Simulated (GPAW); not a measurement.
# Calculated records

### A GW chain in GPAW: FeAs2 (Lollingite)

It takes space group Pnnm (No. 58, orthorhombic). The conventional cell has a = 5.301 Å, b = 5.986 Å, c = 2.882 Å, α = 90.00°, β = 90.00°, γ = 90.00°. Fe has 6 As at 2.36 to 2.39 Å nearest. Nearest to As lie 3 Fe at 2.36 to 2.39 Å and 1 As at 2.49 Å. Farther neighbours are not listed.

```xyz
6
Lattice="5.3012 0.0000 0.0000 0.0000 5.9858 0.0000 0.0000 0.0000 2.8822" Properties=species:S:1:pos:R:3 pbc="T T T"
Fe    0.0000    0.0000    0.0000
Fe    2.6506    2.9929    1.4411
As    0.9346    2.1693    0.0000
As    4.3666    3.8165    0.0000
As    3.5852    0.8236    1.4411
As    1.7160    5.1622    1.4411
```

* method: DFT, LDA, plane waves, PAW (and 1 further level or step)
* program: GPAW 26.7.0
* settings of one run: cutoff 600 eV, GPAW PAW setups 1.2.1 data release, 4×4×6 k-mesh, nbands 317
* cost: 4 runs, 15 min in all on 4 MPI ranks of Arm Neoverse V2, shared host (the runs of this entry)
* notes: This run has no spin polarisation, although Fe can carry a moment. The cell and positions come from the Crystallography Open Database and are kept as given unless a step says otherwise. Limits: no spin polarisation; no spin-orbit coupling. Bands and cutoff are finite, so the gap is not at the basis limit. The miss can reach some tenths of an eV and take either sign; the mesh is an error of its own. The 4×4×6 mesh is coarse for this cell, which bears on the long-range parts of exchange and screening. The runs have no spin polarisation. For a closed low-spin shell that is the natural state; where a d or f shell is open it is a constraint, and the gap is then not the crystal’s own.
* LDA gap: 0.23 eV, indirect
* G0W0 gap on the mesh: 0.56 eV
* GW settings: 4×4×6 mesh, 143 bands, screening to 78 eV, Godby-Needs plasmon pole
* known limits: not at the basis limit; no spin polarisation; d states lean on the start; no spin-orbit coupling; coarse k mesh

G0W0 moves the gap on the mesh from 0.25 eV to 0.56 eV (+0.31 eV), with Z of 0.68 and 0.69 at the edges. The dearest step here is «screening and self-energy».

[Paths, hosts, dates, memory and timing lines, banners, echoed tables and standing remarks are left out of the program output.]

[Logs are printed without paths, hosts, clocks, repeated set-up lines and the standing remarks that a program may print on its own settings, such as how far it seeks lower states.]

[Runs of the session that timed out or met a known fault of the program may be left out.]

[Hosts, paths, dates, database ids (printed as entryN), source tags and the programs' standing remarks are cut or masked in the printed files.]
